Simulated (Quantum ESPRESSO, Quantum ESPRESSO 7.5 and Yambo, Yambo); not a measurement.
# Excitons of SrTiO3 (Tausonite) on ever denser meshes

Wanted: excitons and ε₂ of SrTiO3 (Tausonite), with cost.

Method: PBE and many-body steps on it, plane waves, in Quantum ESPRESSO 7.5 and Yambo 5.3.0.

## Step 1: Starting point

The structure is cubic, space group Pm-3m (No. 221). The conventional cell has a = 3.905 Å, b = 3.905 Å, c = 3.905 Å, α = 90.00°, β = 90.00°, γ = 90.00°. Sr has 12 O at 2.76 Å nearest. Ti has 6 O at 1.95 Å nearest. Nearest to O lie 2 Ti at 1.95 Å and 4 Sr at 2.76 Å. Farther neighbours and most contacts between anions are not listed.

Structure file:

```cif
data_structure
_symmetry_space_group_name_H-M 'P 1'
_symmetry_Int_Tables_number 1
_cell_length_a 3.9053
_cell_length_b 3.9053
_cell_length_c 3.9053
_cell_angle_alpha 90.000
_cell_angle_beta 90.000
_cell_angle_gamma 90.000
_cell_volume 59.56
loop_
_atom_site_label
_atom_site_type_symbol
_atom_site_fract_x
_atom_site_fract_y
_atom_site_fract_z
_atom_site_occupancy
Sr1 Sr 0.50000 0.50000 0.50000 1
Ti2 Ti 0.00000 0.00000 0.00000 1
O3 O 0.50000 0.00000 0.00000 1
O4 O 0.00000 0.50000 0.00000 1
O5 O 0.00000 0.00000 0.50000 1
```

The cell and positions come from the Crystallography Open Database and are kept as given unless a step says otherwise.

## Step 2: Empty states on the mesh, 4×4×4 mesh, 67 bands

This step: Quantum ESPRESSO 7.5; DFT, PBE, plane waves, norm-conserving pseudopotentials.

The sums over transitions need many empty states on a uniform mesh; this step solves for them.

Contents of pw.in:

```
&control
  calculation = 'nscf'
  prefix = 'x'
  outdir = 'o'
  pseudo_dir = 'pseudo'
/
&system
  ibrav = 0
  nat = 5
  ntyp = 3
  ecutwfc = 76.0
  nbnd = 67
  force_symmorphic = .true.
/
&electrons
  conv_thr = 1e-9
  electron_maxstep = 80
  diago_full_acc = .true.
  diago_thr_init = 5e-6
/
ATOMIC_SPECIES
  Sr 87.62 Sr.upf
  Ti 47.867 Ti.upf
  O 15.999 O.upf
CELL_PARAMETERS angstrom
  3.9052800000 0.0000000000 0.0000000000
  0.0000000000 3.9052800000 0.0000000000
  0.0000000000 0.0000000000 3.9052800000
ATOMIC_POSITIONS crystal
  Sr 0.5000000000 0.5000000000 0.5000000000
  Ti 0.0000000000 0.0000000000 0.0000000000
  O 0.5000000000 0.0000000000 0.0000000000
  O 0.0000000000 0.5000000000 0.0000000000
  O 0.0000000000 0.0000000000 0.5000000000
K_POINTS automatic
  4 4 4 0 0 0
```

Started as:

```console
OMP_NUM_THREADS=1 mpirun -n 8 pw.x -nk 4 -in pw.in > pw.out
```

What it wrote:

```text
Program PWSCF v.7.5 starts

     This program is part of the open-source Quantum ESPRESSO suite
     for quantum simulation of materials; please cite
         "P. Giannozzi et al., J. Phys.:Condens. Matter 21 395502 (2009);
         "P. Giannozzi et al., J. Phys.:Condens. Matter 29 465901 (2017);
         "P. Giannozzi et al., J. Chem. Phys. 152 154105 (2020);
     in publications or presentations arising from this work. More details at

     Atomic positions and unit cell read from directory:
     o/x.save/

     Message from routine setup:
[...]
49.3499  49.5909  49.7696

          k = 0.0000 0.0000-0.5000 (  4484 PWs)   bands (ev):

[...]
37.7092  38.4477  42.4565  43.5042  43.7767  43.7767  44.6006  44.8174
    45.0273  45.7350  46.3178  46.3178  47.9504  47.9504  48.8065  49.2405
    49.3406  49.9430  51.8258

          k = 0.0000 0.2500 0.2500 (  4514 PWs)   bands (ev):

     [... further k-points ...]

     highest occupied, lowest unoccupied level (ev):    10.0469   11.9545

     XML data file, pseudopotentials, collected wavefunctions

=------------------------------------------------------------------------------=
   JOB DONE.
=------------------------------------------------------------------------------=
```

Elapsed: 6.1 s, on 8 MPI ranks of Arm Neoverse V1, shared host; peak memory 0.48 GiB.

Numbers from this step:

- gap: 1.908 eV
- k of the valence top: -0.5, -0.5, -0.5
- k of the conduction bottom: 0, 0, 0
- least direct gap: 2.263 eV
- k points computed: 10
- lowest point of the top converged band, above the valence top: 39.47 eV

On this mesh the gap is 1.908 eV.

The density comes from a self-consistent run that is not shown.

## Step 3: Conversion and set-up

This step: Yambo 5.3.0; conversion and set-up on PBE, plane waves, norm-conserving pseudopotentials.

The states are converted to the many-body program's format and the q mesh is built.

Started as:

```console
(cd o/x.save; p2y > p2y.log; mv SAVE ../..); yambo > setup.log
```

What it wrote:

```text
 Yambo, version 5.3.0

 [02] CORE Variables Setup
 =========================

  [02.01] Unit cells
  ==================

  Cell kind             :  CUB
  Atoms in the cell     :  Sr  Ti  O
  number of Sr atoms    :  1
  number of Ti atoms    :  1
  number of O  atoms    :  3

  List of atomic masses
  Mass of Sr    :  87.62000
  Mass of Ti    :  47.86700
  Mass of O     :  15.99900

  List of atomic coordinates    : [cc]
  Sr1       :  3.689955  3.689955  3.689955  order 1
  Ti1       :  0.000000  0.000000  0.000000  order 2
  O1       :  3.689955  0.000000  0.000000  order 3
[...]
IBZ Q-points                                      :  10
 BZ  Q-points                                      :   64

 K/Q-points units:
 rlu = crystal or reduced units; cc = cartesian coordinates; iku = interal k-units

 Q [ 1]         [rlu]:  0.000000  0.000000  0.000000
 Q [ 2]         [rlu]:  0.000000  0.000000  0.250000
 Q [ 3]         [rlu]:  0.000000  0.000000 -0.500000
[...]
Q [ 8]         [rlu]:  0.250000  0.250000 -0.500000
 Q [ 9]         [rlu]:  0.250000 -0.500000 -0.500000
 Q [10]         [rlu]: -0.500000 -0.500000 -0.500000

  [03.01] X indexes
  =================

   [03.01.01] Sigma indexes
   ========================

 [06] Game Over & Game summary
```

It took 3.4 s on 1 MPI rank; peak memory 0.25 GiB.

## Step 4: Screening and self-energy, 4×4×4 mesh, 67 bands, screening to 95.2 eV

G0W0 replaces the xc potential by the self-energy, built once from these orbitals. Only a window of levels is corrected, while the sums run over the empty bands that the input names.

This step: G0W0 on PBE, plane waves, norm-conserving pseudopotentials.

Contents of gw1.in:

```
HF_and_locXC
gw0
dyson
ppa
em1d
rim_cut
RandQpts= 1000000
RandGvec= 1 RL
EXXRLvcs= 76 Ry
VXCRLvcs= 304 Ry
Chimod= "HARTREE"
% BndsRnXp
 1 | 67 |
%
NGsBlkXp= 7 Ry
% LongDrXp
 1 | 1 | 1 |
%
% GbndRnge
 1 | 67 |
%
DysSolver= "n"
ExtendOut
PPAPntXp= 27.21138 eV
% QPkrange
 10 | 10 | 19 | 22 |
 1 | 1 | 19 | 22 |
%
```

Started as:

```console
OMP_NUM_THREADS=1 mpirun -n 8 yambo -F gw1.in -J gw1 -C gw1 > gw1.log
```

What it wrote:

```text
 Yambo, version 5.3.0

 [02] CORE Variables Setup
 =========================

  [... cell, symmetries and grids as in the set-up ...]

  [02.05] Energies & Occupations
  ==============================

  [X] === General ===
  [X] Electronic Temperature                        :  0.000000  0.000000 [eV K]
  [X] Bosonic    Temperature                        :  0.000000  0.000000 [eV K]
  [X] Finite Temperature mode                       : no
  [X] El. density                                   :  0.67159E+24 [cm-3]
[...]
QP @ state[ 1 ] b range                          :  19  22
   QP @ state[ 2 ] K range                          :  10  10
   QP @ state[ 2 ] b range                          :  19  22
   GF energies kind                                 : Perdew, Burke & Ernzerhof(X)+Perdew, Burke & Ernzerhof(C)
   GF WF`s kind                                     : Perdew, Burke & Ernzerhof(X)+Perdew, Burke & Ernzerhof(C)
   Xs energies kind                                 : Perdew, Burke & Ernzerhof(X)+Perdew, Burke & Ernzerhof(C)
   Xs WF`s kind                                     : Perdew, Burke & Ernzerhof(X)+Perdew, Burke & Ernzerhof(C)

 [11] Game Over & Game summary
```

Wall time 36 s (8 MPI ranks); peak memory 3.4 GiB.

This step gave:

| Item | Value |
| --- | --- |
| G0W0 gap on the points computed | 3.537 eV |
| starting gap on the mesh | 1.908 eV |
| k of the valence top | -0.5, -0.5, -0.5 |
| k of the conduction bottom | 0, 0, 0 |
| least direct G0W0 gap on the computed points | 3.889 eV |

The gap on the mesh goes from 1.91 eV to 3.54 eV, a correction of +1.63 eV.

The gap opens by 1.629 eV; the next steps shift the empty bands rigidly by 1.626 eV.

## Step 5: Empty states on the mesh, 4×4×4 mesh, 33 bands

This step: Quantum ESPRESSO 7.5; DFT, PBE, plane waves, norm-conserving pseudopotentials.

pw.in: that of step 2 with these lines changed.

```diff
@@ -11,3 +11,3 @@
   ecutwfc = 76.0
-  nbnd = 67
+  nbnd = 33
   force_symmorphic = .true.
```

Started as:

```console
OMP_NUM_THREADS=1 mpirun -n 8 pw.x -nk 4 -in pw.in > pw.out
```

What it wrote:

```text
[banner, memory and clock lines left out]
Program PWSCF v.7.5 starts

     Atomic positions and unit cell read from directory:
     o/x.save/

     Message from routine setup:
     using ibrav=0 with symmetry is DISCOURAGED, use correct ibrav instead

     bravais-lattice index     =            0
     lattice parameter (alat)  =       7.3799  a.u.
     unit-cell volume          =     401.9325 (a.u.)^3
     number of atoms/cell      =            5
     number of atomic types    =            3
     number of electrons       =        40.00
[...]
8.8811   9.6918   9.6918   9.6918  11.9545  11.9545  11.9545  14.4348
[...]
26.9192

          k = 0.0000 0.0000 0.2500 (  4504 PWs)   bands (ev):

[...]
26.5698

          k = 0.0000 0.0000-0.5000 (  4484 PWs)   bands (ev):

[...]
7.7095   8.0833   9.3178   9.3178  12.1214  13.8754  13.8754  14.4497
    16.6403  17.3909  17.5144  18.1252  19.5096  19.5096  20.4073  21.7925
    24.9618

          k = 0.0000 0.2500 0.2500 (  4514 PWs)   bands (ev):

     [... further k-points ...]

     highest occupied, lowest unoccupied level (ev):    10.0469   11.9545

     XML data file, pseudopotentials, collected wavefunctions
```

Wall time 2.6 s (8 MPI ranks); peak memory 0.4 GiB; 19 s of CPU time.

Numbers from this step:

```yaml
gap: 1.908 eV
k_of_the_valence_top: -0.5, -0.5, -0.5
k_of_the_conduction_bottom: 0, 0, 0
least_direct_gap: 2.263 eV
k_points_computed: 10
lowest_point_of_the_top_converged_band_above_the_valence_top: 12.05 eV
```

On this mesh the gap is 1.908 eV.

## Step 6: Conversion and set-up

This step: Yambo 5.3.0; conversion and set-up on PBE, plane waves, norm-conserving pseudopotentials.

Started as:

```console
(cd o/x.save; p2y > p2y.log; mv SAVE ../..); yambo > setup.log
```

What it wrote:

```text
 Yambo, version 5.3.0

 [02] CORE Variables Setup
 =========================

  [02.01] Unit cells
  ==================

  Cell kind             :  CUB
  Atoms in the cell     :  Sr  Ti  O
  number of Sr atoms    :  1
  number of Ti atoms    :  1
  number of O  atoms    :  3

  List of atomic masses
  Mass of Sr    :  87.62000
  Mass of Ti    :  47.86700
  Mass of O     :  15.99900

  List of atomic coordinates    : [cc]
  Sr1       :  3.689955  3.689955  3.689955  order 1
  Ti1       :  0.000000  0.000000  0.000000  order 2
  O1       :  3.689955  0.000000  0.000000  order 3
[...]
IBZ Q-points                                      :  10
 BZ  Q-points                                      :   64

 K/Q-points units:
 rlu = crystal or reduced units; cc = cartesian coordinates; iku = interal k-units

 Q [ 1]         [rlu]:  0.000000  0.000000  0.000000
 Q [ 2]         [rlu]:  0.000000  0.000000  0.250000
 Q [ 3]         [rlu]:  0.000000  0.000000 -0.500000
[...]
Q [ 8]         [rlu]:  0.250000  0.250000 -0.500000
 Q [ 9]         [rlu]:  0.250000 -0.500000 -0.500000
 Q [10]         [rlu]: -0.500000 -0.500000 -0.500000

  [03.01] X indexes
  =================

   [03.01.01] Sigma indexes
   ========================

 [06] Game Over & Game summary
```

Wall time 3.3 s (1 MPI rank); peak memory 0.25 GiB.

(Continued in part 2 of 4.)

[Paths, hosts, dates, memory and timing lines, banners, echoed tables and standing remarks are left out of the program output.]

[Logs are printed without paths, hosts, clocks, repeated set-up lines and the standing remarks that a program may print on its own settings, such as how far it seeks lower states.]

[Runs of the session that timed out or met a known fault of the program may be left out.]

[Hosts, paths, dates, database ids (printed as entryN), source tags and the programs' standing remarks are cut or masked in the printed files.]
